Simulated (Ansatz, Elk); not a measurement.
# How far do independent atoms describe V2CdP2?

Structure refinements treat a crystal as free atoms side by side. For a made-up structure of V2CdP2 (cell and positions from a PBEsol relaxation) the runs below show what the calculated density changes in F(hkl).

Calculated with Elk 11.2.3 (patched build); DFT, PBE, all-electron APW+lo, Dirac cores, scalar-relativistic bands, static density, no spin.

The structure was built from a prototype and need not be the compound's stable phase.

### Step 1. Starting point

The structure is tetragonal, space group I4/mmm (No. 139). The conventional cell has a = 3.993 Å, b = 3.993 Å, c = 9.390 Å, α = 90.00°, β = 90.00°, γ = 90.00°. Nearest to Cd lie 8 P at 3.03 Å and 8 V at 3.08 Å. Nearest to V lie 4 P at 2.35 Å and 4 V at 2.82 Å and 4 Cd at 3.08 Å. Nearest to P lie 1 P at 2.23 Å and 4 V at 2.35 Å and 4 Cd at 3.03 Å. Farther neighbours are not listed.

### Step 2. Ground state and structure factors

An all-electron density is needed, since X-rays see the cores too. Task 0 finds the density and task 195 Fourier-transforms it; tshift is off so that phases refer to the origin typed.

elk.in reads:

```
tasks
  0
  195

xctype
  20

spinpol
  .false.

rgkmax
  7.0

gmaxvr
  14.0

lmaxo
  7

lmaxapw
  8

swidth
  0.002

tshift
  .false.

ramdisk
  .false.

hmaxvr
  5.5

maxscl
  120

epspot
  1e-06

sppath
  './'

avec
  -3.77256040821 3.77256040821 8.87222212710
  3.77256040821 -3.77256040821 8.87222212710
  3.77256040821 3.77256040821 -8.87222212710

atoms
  3
  'Cd.in'
  1
  0.0000000000 0.0000000000 -0.0000000000   0.000000 0.000000 0.000000
  'V.in'
  2
  0.7500000000 0.2500000000 0.5000000000   0.000000 0.000000 0.000000
  0.2500000000 0.7500000000 0.5000000000   0.000000 0.000000 0.000000
  'P.in'
  2
  0.6185587613 0.6185587613 -0.0000000000   0.000000 0.000000 0.000000
  0.3814412387 0.3814412387 0.0000000000   0.000000 0.000000 0.000000

ngridk
  8 8 8
```

The run is started by

```bash
OMP_NUM_THREADS=4 elk
```

Numbers of over 12 decimals in the logs are rounded to 6 here.

What it wrote:

```text
┌─────────────────────────┐
│ Elk code version 11.2.3 │
└─────────────────────────┘

All units are atomic (Hartree, Bohr, etc.)

┌─────────────────────────────────────────────────┐
│ Ground-state run starting from atomic densities │
└─────────────────────────────────────────────────┘

Lattice vectors :
  -3.772560408       3.772560408       8.872222127
   3.772560408      -3.772560408       8.872222127
   3.772560408       3.772560408      -8.872222127

Reciprocal lattice vectors :
 -0.3298056347E-16  0.8327481375      0.3540931019
  0.8327481375     -0.3298056347E-16  0.3540931019
  0.8327481375      0.8327481375      0.6146190153E-18

Unit cell volume      :    505.0853861
Brillouin zone volume :   0.4911055047

Muffin-tin inner radius fraction :   0.1000000000E-01

Nuclei treated as point charges

Species : 1 (Cd)
 parameters loaded from : Cd.in
 name : cadmium
 nuclear charge    :   -48.00000000
 electronic charge :    48.00000000
 atomic mass :    204912.7176
 muffin-tin radius :    2.600000000
 number of radial points in muffin-tin :   1193
 inner part over the whole radius :   0.9972693929E-02
 number on inner part of muffin-tin    :    850
 approximate nuclear radius :   0.8708852602E-04
 number of mesh points to nuclear radius :    426
 atomic positions (lattice), magnetic fields (Cartesian) :
  1 :   0.00000000  0.00000000  0.00000000    0.00000000  0.00000000  0.00000000

Species : 2 (V)
 parameters loaded from : V.in
 name : vanadium
 nuclear charge    :   -23.00000000
 electronic charge :    23.00000000
 atomic mass :    92860.67382
 muffin-tin radius :    2.349930143
 number of radial points in muffin-tin :    993
 inner part over the whole radius :   0.9982345202E-02
 number on inner part of muffin-tin    :    699
 approximate nuclear radius :   0.6897515165E-04
 number of mesh points to nuclear radius :    327
 atomic positions (lattice), magnetic fields (Cartesian) :
  1 :  -0.25000000  0.25000000  0.50000000    0.00000000  0.00000000  0.00000000
  2 :   0.25000000 -0.25000000  0.50000000    0.00000000  0.00000000  0.00000000

Species : 3 (P)
 parameters loaded from : P.in
 name : phosphorus
 nuclear charge    :   -15.00000000
 electronic charge :    15.00000000
 atomic mass :    56461.71230
 muffin-tin radius :    2.035391338
 number of radial points in muffin-tin :    793
 inner part over the whole radius :   0.9839800027E-02
 number on inner part of muffin-tin    :    552
 approximate nuclear radius :   0.6081821256E-04
 number of mesh points to nuclear radius :    250
 atomic positions (lattice), magnetic fields (Cartesian) :
  1 :  -0.38144124 -0.38144124  0.00000000    0.00000000  0.00000000  0.00000000
  2 :   0.38144124  0.38144124  0.00000000    0.00000000  0.00000000  0.00000000

Total number of atoms per unit cell :    5
Total muffin-tin volume :    252.9775723
 ratio of muffin-tin to unit cell volume :   0.5008610015

Spin treatment :
 spin-unpolarised

Number of Bravais lattice symmetries :   16
Number of crystal symmetries         :   16
Crystal has inversion symmetry
Real symmetric eigensolver will be used

k-point grid :      8     8     8
k-point offset :    0.000000000       0.000000000       0.000000000
k-point set is reduced with full crystal symmetry group
Total number of k-points :       59

Muffin-tin radius times maximum |G+k| :    7.000000000
 using average radius
Maximum |G+k| for APW functions       :    3.078102102
Maximum (1/2)|G+k|²                   :    4.737356275
Maximum |G| for potential and density :    14.00000000
Constant for pseudocharge density :    9
 order of it for each species :   16  16  16
 order of it for pair densities of each species (exact exchange by exxq0 0: 17) :   13  10   7
Radial integration step length :    1

G-vector grid sizes :     48    48    48
Number of G-vectors :    23371

Maximum angular momentum used for
 APW functions            :    8
 outer part of muffin-tin :    7
 inner part of muffin-tin :    2

Total nuclear charge    :   -124.0000000
[...]
electron entropic           :    -0.13807583993241E-02
 total energy                :     -8180.0785441765

Density of states at Fermi energy :    105.0323192
 (states/Hartree/unit cell)

Estimated indirect band gap :   0.1578138540E-03
 from k-point 34 to k-point 47
Estimated direct band gap   :   0.5065299500E-02
 at k-point 37

Charges :
 core                        :    70.00000000
 valence                     :    54.00000000
 interstitial                :    7.859601021
 muffin-tins (core leakage)
  species : 1 (Cd)
   atom 1                    :    46.13971760     (  0.2595145263E-03)
  species : 2 (V)
[...]
species : 3 (P)
[...]
total in muffin-tins        :    116.1403990
 total calculated charge     :    123.9977964
 total charge                :    124.0000000
 error                       :   0.2203603546E-02

RMS change in Kohn-Sham potential (target) :   0.3817625890     (  0.1000000000E-05)
Absolute change in total energy (target)   :   0.1410777055     (  0.1000000000E-03)

[... loops 3 to 16 left out ...]

┌──────────────────┐
│ Loop number : 17 │
└──────────────────┘

Energies :
 Fermi                       :     0.343225
 sum of occupied eigenvalues :     -4834.7597646556
 electron kinetic            :      8472.6461637644
 core electron kinetic       :      8102.2483259101
 Coulomb                     :     -16359.314975350
 Coulomb potential           :     -12927.423312625
 nuclear-nuclear             :     -1073.1834619184
 electron-nuclear            :     -17674.291790371
 Hartree                     :      2388.1602769397
 Madelung                    :     -9895.6033190371
 xc potential                :     -379.98261579466
 exchange                    :     -286.39004516639
 correlation                 :     -5.870253
 electron entropic           :    -0.14965153443134E-02
 total energy                :     -8178.9306065894

Density of states at Fermi energy :    115.1326839
 (states/Hartree/unit cell)

Estimated indirect band gap :   0.3928981598E-03
 from k-point 4 to k-point 20
Estimated direct band gap   :   0.4461713213E-02
 at k-point 38

Charges :
 core                        :    70.00000000
 valence                     :    54.00000000
 interstitial                :    7.934476277
 muffin-tins (core leakage)
  species : 1 (Cd)
[...]
species : 2 (V)
[...]
species : 3 (P)
[...]
total in muffin-tins        :    116.0655237
 total calculated charge     :    123.9977822
 total charge                :    124.0000000
 error                       :   0.2217771495E-02

RMS change in Kohn-Sham potential (target) :   0.9650917918E-07 (  0.1000000000E-05)
Absolute change in total energy (target)   :   0.2259694247E-04 (  0.1000000000E-03)

Convergence targets achieved

┌──────────────────┐
│ Loop number : 18 │
└──────────────────┘

Energies :
 Fermi                       :     0.343225
 sum of occupied eigenvalues :     -4834.7597619983
 electron kinetic            :      8472.6461621092
 core electron kinetic       :      8102.2483252591
 Coulomb                     :     -16359.314974113
 Coulomb potential           :     -12927.423313670
 nuclear-nuclear             :     -1073.1834619184
 electron-nuclear            :     -17674.291786628
 Hartree                     :      2388.1602744342
 Madelung                    :     -9895.6033172776
 xc potential                :     -379.98261043756
 exchange                    :     -286.39004497791
 correlation                 :     -5.870253
 electron entropic           :    -0.14965152371486E-02
 total energy                :     -8178.9306068177

Density of states at Fermi energy :    115.1326750
 (states/Hartree/unit cell)

Estimated indirect band gap :   0.3928987943E-03
 from k-point 4 to k-point 20
Estimated direct band gap   :   0.4461715138E-02
 at k-point 38

Charges :
 core                        :    70.00000000
 valence                     :    54.00000000
 interstitial                :    7.934476418
 muffin-tins (core leakage)
  species : 1 (Cd)
[...]
species : 2 (V)
[...]
atom 2                    :    21.67937290     ( -0.2208916356E-06)
  species : 3 (P)
   atom 1                    :    13.02577179     (  0.8316739719E-03)
   atom 2                    :    13.02577179     (  0.8316739719E-03)
 total in muffin-tins        :    116.0655236
 total calculated charge     :    123.9977822
 total charge                :    124.0000000
 error                       :   0.2217771489E-02

┌──────────────────────────────┐
│ Self-consistent loop stopped │
└──────────────────────────────┘

Warning : core states of species 1 leak from the muffin-tin :   0.2420404073E-03

Warning : core states of species 3 leak from the muffin-tin :   0.8316739719E-03

Wrote STATE.OUT
```

The job ended after 50 s (4 threads of Arm Neoverse V1, shared host; peak memory 0.18 GiB; 2.7 min of CPU time).

SFACRHO.OUT:

```text

h k l indices transformed by vhmat matrix:
   1.000000000       0.000000000       0.000000000    
   0.000000000       1.000000000       0.000000000    
   0.000000000       0.000000000       1.000000000    

      h      k      l  multipl.   |H|            Re(F)            Im(F)           |F|

      0      0      0      1   0.0000000       124.00000      0.58902567E-16   124.00000    
      1      1     -1      2  0.70818620       5.3690798     -0.70094678E-14   5.3690798    
      1      0      0      8  0.90490408       24.740845      -0.0000000       24.740845    
      0      0     -1      4   1.1776837       26.705201     -0.42116101E-14   26.705201    
      2      1     -2      8   1.3497803       51.497296      -0.0000000       51.497296    
      1      1      0      8   1.3742149       73.445124      -0.0000000       73.445124    
      2      2     -2      2   1.4163724       51.031849      0.76666054E-14   51.031849    
     -1      1      1      4   1.6654963       85.023817     -0.37488750E-14   85.023817    
      2      0      0      8   1.8098082       6.9419948      0.70094678E-14   6.9419948    
     -2     -2      1      8   1.8420233      -12.134265      0.35047339E-14   12.134265    
     -2      1      0     16   1.8954496       21.144119      -0.0000000       21.144119    
     -2     -3      3      8   1.9565320       47.755033      -0.0000000       47.755033    
     -3     -3      3      2   2.1245586       1.5267935     -0.38552073E-13   1.5267935    
     -1     -2      3     16   2.1437781       42.089978     -0.17523670E-14   42.089978    
      1      3     -3      8   2.1863185       41.958888     -0.13580844E-13   41.958888    
      0      0     -2      4   2.3553674       71.774627      0.68799666E-14   71.774627    
      4      2     -3      8   2.4291332       50.991161     -0.23656954E-13   50.991161    
     -1      3     -1      8   2.4595291       6.6704843      0.30666422E-13   6.6704843
```

Elk indexes on the primitive cell of elk.in and gives |H| = 4π sin θ/λ in inverse bohr. Below, one row stands for each form hkl of the conventional cell (m members, Friedel mates merged), F is for one primitive cell and the density is static (no thermal factor). Free-atom factors are Waasmaier and Kirfel's, and R is Σm||F|−|F'||/Σm|F|.

```tsv
hkl	m	sin θ/λ (Å⁻¹)	abs F, DFT	neutral atoms	diff.
002	2	0.106	5.369	6.075	-0.705
101	8	0.136	24.741	25.049	-0.308
110	4	0.177	26.705	26.578	+0.127
103	8	0.203	51.497	51.399	+0.099
112	8	0.207	73.445	73.771	-0.326
004	2	0.213	51.032	51.532	-0.500
200	4	0.251	85.024	85.533	-0.510
202	8	0.272	6.942	6.588	+0.354
114	8	0.277	12.134	12.442	-0.308
211	16	0.285	21.144	21.116	+0.028
105	8	0.294	47.755	48.039	-0.284
006	2	0.320	1.527	1.229	+0.297
213	16	0.322	42.090	42.355	-0.265
204	8	0.329	41.959	41.971	-0.012
220	4	0.354	71.775	71.706	+0.069
116	8	0.365	50.991	50.888	+0.103
222	8	0.370	6.670	6.621	+0.049
301	8	0.379	18.003	17.991	+0.013
```

### Step 3. The highest occupied states alone

An energy window below the Fermi level keeps the highest occupied states, to see at which angles they scatter; shallow core shells can lie inside it and anion s states outside. No new self-consistency is needed.

Edit elk.in of step 2 so:

```diff
@@ -1,3 +1,2 @@
 tasks
-  0
   195
@@ -40,2 +39,5 @@
 
+wsfac
+  -0.024270 0.643230
+
 sppath
```

The run is started by

```bash
OMP_NUM_THREADS=4 elk
```

What it wrote:

```text
┌─────────────────────────────────┐
│ Elk code version 11.2.3 started │
└─────────────────────────────────┘

Info(readinput): the functional depends on the density's gradient
 muffin-tin radial points multiplied by    2.00000
 (not where nrmtscf is given)

┌────────────────────┐
│ Current task : 195 │
└────────────────────┘
Info(checkmt): changed muffin-tin radius of species 2 (V) from   2.4000 to   2.3499
Info(checkmt): changed muffin-tin radius of species 3 (P) from   2.2000 to   2.0354

Info(sfacrho): density structure factors written to SFACRHO.OUT

 Energy window :  -0.2427000000E-01  0.6432300000

┌──────────────────┐
│ Elk code stopped │
└──────────────────┘
```

Wall time 11 s (4 threads); peak memory 0.16 GiB; 15 s of CPU time.

States within 10 eV below the Fermi level hold 28.47 electrons; any levels below the window count with the cores, and a count that is not whole means the window cuts a band. Their amplitudes can exceed the total, where window and core parts have opposite phase:

```tsv
hkl	sin θ/λ (Å⁻¹)	abs F, window	abs F, all
002	0.106	2.647	5.369
101	0.136	5.374	24.741
110	0.177	4.686	26.705
103	0.203	6.493	51.497
112	0.207	8.171	73.445
004	0.213	6.493	51.032
200	0.251	6.334	85.024
202	0.272	1.819	6.942
114	0.277	1.488	12.134
211	0.285	3.175	21.144
```

### Step 4. Another functional

The difference from free atoms is small, so it is set against the change that PBEsol makes.

Edit elk.in of step 3 so:

```diff
@@ -1,2 +1,3 @@
 tasks
+  0
   195
@@ -4,3 +5,3 @@
 xctype
-  20
+  22
 
@@ -39,5 +40,2 @@
 
-wsfac
-  -0.024270 0.643230
-
 sppath
```

The run is started by

```bash
OMP_NUM_THREADS=4 elk
```

What it wrote:

```text
┌─────────────────────────┐
│ Elk code version 11.2.3 │
└─────────────────────────┘

All units are atomic (Hartree, Bohr, etc.)

┌─────────────────────────────────────────────────┐
│ Ground-state run starting from atomic densities │
└─────────────────────────────────────────────────┘

Lattice vectors :
  -3.772560408       3.772560408       8.872222127
   3.772560408      -3.772560408       8.872222127
   3.772560408       3.772560408      -8.872222127

Reciprocal lattice vectors :
 -0.3298056347E-16  0.8327481375      0.3540931019
[...]
species : 3 (P)
   atom 1                    :    13.01380507     (  0.8397022930E-03)
   atom 2                    :    13.01380507     (  0.8397022930E-03)
 total in muffin-tins        :    116.0524866
 total calculated charge     :    123.9977696
 total charge                :    124.0000000
 error                       :   0.2230358131E-02

┌──────────────────────────────┐
│ Self-consistent loop stopped │
└──────────────────────────────┘

Warning : core states of species 1 leak from the muffin-tin :   0.2449801305E-03

Warning : core states of species 3 leak from the muffin-tin :   0.8397022930E-03

Wrote STATE.OUT
[key lines of the parts left out:]
total energy                :     -8173.2101423572
```

Wall time 48 s (4 threads); peak memory 0.18 GiB; 2.6 min of CPU time.

Against the first run R = 0.03 %; the largest change is -0.037 at 200.

### Step 5. Basis size

A smaller basis shows how fast F responds to it; the change is likely larger than the basis error of the first run, but doesn't show convergence.

Edit elk.in of step 4 so:

```diff
@@ -5,3 +5,3 @@
 xctype
-  22
+  20
 
@@ -11,3 +11,3 @@
 rgkmax
-  7.0
+  5.5
```

The run is started by

```bash
OMP_NUM_THREADS=4 elk
```

What it wrote:

```text
┌─────────────────────────┐
│ Elk code version 11.2.3 │
└─────────────────────────┘

All units are atomic (Hartree, Bohr, etc.)

┌─────────────────────────────────────────────────┐
│ Ground-state run starting from atomic densities │
└─────────────────────────────────────────────────┘

Lattice vectors :
  -3.772560408       3.772560408       8.872222127
   3.772560408      -3.772560408       8.872222127
   3.772560408       3.772560408      -8.872222127

Reciprocal lattice vectors :
 -0.3298056347E-16  0.8327481375      0.3540931019
[...]
species : 3 (P)
   atom 1                    :    12.99975282     (  0.8281812119E-03)
   atom 2                    :    12.99975282     (  0.8281812119E-03)
 total in muffin-tins        :    115.8858260
 total calculated charge     :    123.9979506
 total charge                :    124.0000000
 error                       :   0.2049396182E-02

┌──────────────────────────────┐
│ Self-consistent loop stopped │
└──────────────────────────────┘

Warning : core states of species 1 leak from the muffin-tin :   0.2424800699E-03

Warning : core states of species 3 leak from the muffin-tin :   0.8281812119E-03

Wrote STATE.OUT
[key lines of the parts left out:]
total energy                :     -8178.8269385750
```

Elapsed: 45 s, on 4 threads; peak memory 0.17 GiB.

Against the first run R = 0.04 %; the largest change is +0.068 at 220.

### Step 6. Settings against the effect

```tsv
run	R against the first run (%)	R against neutral atoms, low angle (%)	wall time
PBE, rgkmax 7	0.00	0.72	50 s
PBEsol	0.03	0.72	48 s
rgkmax 5.5	0.04	0.77	45 s
```

### Step 7. Results

```
R against neutral atoms, sin θ/λ < 0.3 Å⁻¹ : 0.72 %
R against neutral atoms, 0.3 to 0.83 Å⁻¹   : 0.26 %
```

Independent neutral atoms miss the calculated amplitudes by R = 0.72 % below 0.3 Å⁻¹ and 0.26 % from there to 0.83 Å⁻¹; by shells, 1.86 % below 0.15 Å⁻¹ (2 forms), 0.62 % 0.15 to 0.3 (9 forms), 0.33 % 0.3 to 0.45 (16 forms), 0.25 % above 0.45 (105 forms). Bonding, aspherical density and the tables' own atoms all enter these figures, and the runs don't part them. The largest change of an amplitude is -0.71 electrons, at 002. Weak lines can change much in proportion: 006 goes from 1.23 to 1.53. The window's part falls from 28.5 electrons at the origin to at most 0.69 between 0.45 and 0.83 Å⁻¹. Below 0.3 Å⁻¹ the changes that finished (PBEsol and rgkmax 5.5) move F by R = 0.07 % at most, against the 0.72 % that separates it from free atoms. The k-mesh has no finished test. These runs have no spin, though d or f shells may be open. Part of the difference isn't bonding: the tables are fits to free atoms and ions calculated by other methods than this functional. Thermal motion, anomalous dispersion and extinction are left out.

[Logs are printed without paths, hosts, clocks, repeated set-up lines and the standing remarks that a program may print on its own settings, such as how far it seeks lower states.]

[Hosts, paths, dates, database ids (printed as entryN), source tags and the programs' standing remarks are cut or masked in the printed files.]
